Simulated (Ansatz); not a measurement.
Consider Rb2WCl6 (started from the K2PtCl6 type) (Fm-3m).

The structure was built from a prototype and need not be the compound's stable phase.

```
Rb W Cl
1.0
     4.76752    4.76752    0.00000
     0.00000    4.76752    4.76752
     4.76752    0.00000    4.76752
Rb W Cl
2 1 6
Direct
  0.25000 0.25000 0.25000
  0.75000 0.75000 0.75000
  0.00000 0.00000 0.00000
  0.24568 0.24568 0.75432
  0.75432 0.75432 0.24568
  0.24568 0.75432 0.24568
  0.75432 0.24568 0.75432
  0.75432 0.24568 0.24568
  0.24568 0.75432 0.75432
```

The structure was relaxed with LDA. The structure type comes from a generator and need not be one that this composition takes. The structure was generated from a model, not taken from a measurement. The runs that relaxed it are not among those shown. The program's search for lower electronic states was switched off, so nothing shows that the state found is the lowest. Spin-orbit coupling is left out unless a run names it. PAW set soft_2, made with PBE.

A constrained-RPA run (Ansatz 0.2.0; non-magnetic LDA; W t2g, bands v1 to c2, 2×2×2 mesh, medium accuracy) builds 3 functions on bands 0.80 eV wide, with 2.0 electrons in the window. The bare on-site interaction is 9.9 eV and the bare J 0.34 eV.

**Question.** What U and J survive the screening?

On the W t2g shell, U = 3.15 eV (32 % of the bare value), U′ = 2.60 eV, J = 0.24 eV.

The parent state is non-magnetic and the interaction static (zero frequency); U depends on the window and the orbitals, so it belongs to this model alone. Spin-orbit coupling, which is strong for atoms this heavy, is left out. Coarse meshes can leave U off its limit, most where the target bands are metallic.

[Paths, hosts, dates, memory and timing lines, banners, echoed tables and standing remarks are left out of the program output.]

[Logs are printed without paths, hosts, clocks, repeated set-up lines and the standing remarks that a program may print on its own settings, such as how far it seeks lower states.]

[Runs of the session that timed out or met a known fault of the program may be left out.]

[Hosts, paths, dates, database ids (printed as entryN), source tags and the programs' standing remarks are cut or masked in the printed files.]
